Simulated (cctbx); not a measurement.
# Accept or mend?

Cell a = 10.2810 Å, b = 10.2810 Å, c = 10.2810 Å, α = 90.00°, β = 90.00°, γ = 90.00°; space group Fm-3m (no. 225).

The data are simulated with cctbx, not measured: Mo Kα, λ = 0.71073 Å, to d = 0.75 Å, 70 % of the full sphere, strongest reflection 70000 counts, noise from counting, a 6 % proportional error and a noise floor of 2 counts (s.d.); no absorption.

An anisotropic refinement with weights 1/σ² prints:

```text
Rint 0.049, 98 unique reflections to 0.75 A
cycle     R1     wR2    GooF  max shift (A)
   1  0.0719  0.2318  13.635   0.00245
   2  0.0693  0.2093  12.310   0.00001
final R1 0.0693 wR2 0.2093 GooF 12.310  parameters 9  data/parameter 10.9
atom        x        y        z      Ueq    occ   su(xyz)  su(Uiso or U11)
Co1    0.00000  0.83029  0.83029   0.0193  1.000  0.00017  0.0016
Co2    0.38777  0.88777  0.88777   0.0181  1.000  0.00018  0.0013
Cr1    0.25000  0.75000  0.75000   0.0125  1.000  0.00000  0.0015
Cr2    0.00000  0.00000  0.00000   0.0205  1.000  0.00000  0.0023
difference map: max 9.95 min -1.04 rms 0.64
Q1    0.0000  0.0000  0.2764   24   10.22  1.99 A from Co2
Q2    0.1156  0.1156  0.3844   32    3.34  0.06 A from Co2
Q3    0.2500  0.2500  0.2500    8    3.09  0.00 A from Cr1
Q4    0.0000  0.1649  0.1649   48    2.59  0.07 A from Co1
Q5    0.0311  0.0311  0.0311   32    0.54  0.55 A from Cr2
Q6    0.0000  0.0000  0.1645   24    0.40  1.69 A from Cr2
```

**Question.** Can this result stand? If not, what is the likely fault?

Mend it. The fault: an atom left out, B at (0.7232, 0, 0). Against the right model at the same level, R1 goes from 0.0075 to 0.0693 and GooF from 1.06 to 12.31 and the top difference peak, 10.2 e/Å³, lies 1.99 Å from Co2. Q1 is the missing atom. With scattering power missing, scale and phases suffer, so peaks may also grow on the heavy atoms.

The compound is Cr3Co20B6. The right model at the same level gives:

```text
Rint 0.049, 98 unique reflections to 0.75 A
cycle     R1     wR2    GooF  max shift (A)
   1  0.0219  0.0848   5.074   0.01589
   2  0.0075  0.0177   1.058   0.00002
final R1 0.0075 wR2 0.0177 GooF 1.058  parameters 12  data/parameter 8.2
atom        x        y        z      Ueq    occ   su(xyz)  su(Uiso or U11)
Co1    0.00000  0.83041  0.83041   0.0208  1.000  0.00002  0.0001
Co2    0.38778  0.88778  0.88778   0.0190  1.000  0.00002  0.0001
Cr1    0.25000  0.75000  0.75000   0.0132  1.000  0.00000  0.0001
Cr2    0.00000  0.00000  0.00000   0.0243  1.000  0.00000  0.0002
B1     0.72367  0.00000  0.00000   0.0268  1.000  0.00028  0.0013
difference map: max 0.30 min -0.24 rms 0.06
Q1    0.0000  0.1022  0.1022   48    0.31  0.98 A from Co1
Q2    0.0000  0.0000  0.5000    4    0.29  2.00 A from Co2
Q3    0.0000  0.0000  0.1519   24    0.28  1.28 A from B1
Q4    0.0000  0.0000  0.4199   24    0.18  1.48 A from B1
Q5    0.0000  0.1349  0.2823   96    0.17  1.21 A from Co1
Q6    0.0000  0.1242  0.3758   48    0.16  1.17 A from Co2
```

This is a model crystal, built by substitution and not relaxed, with assumed displacement parameters.

[Middle refinement cycles are left out of these outputs.]

[Logs are printed without paths, hosts, clocks, repeated set-up lines and the standing remarks that a program may print on its own settings, such as how far it seeks lower states.]
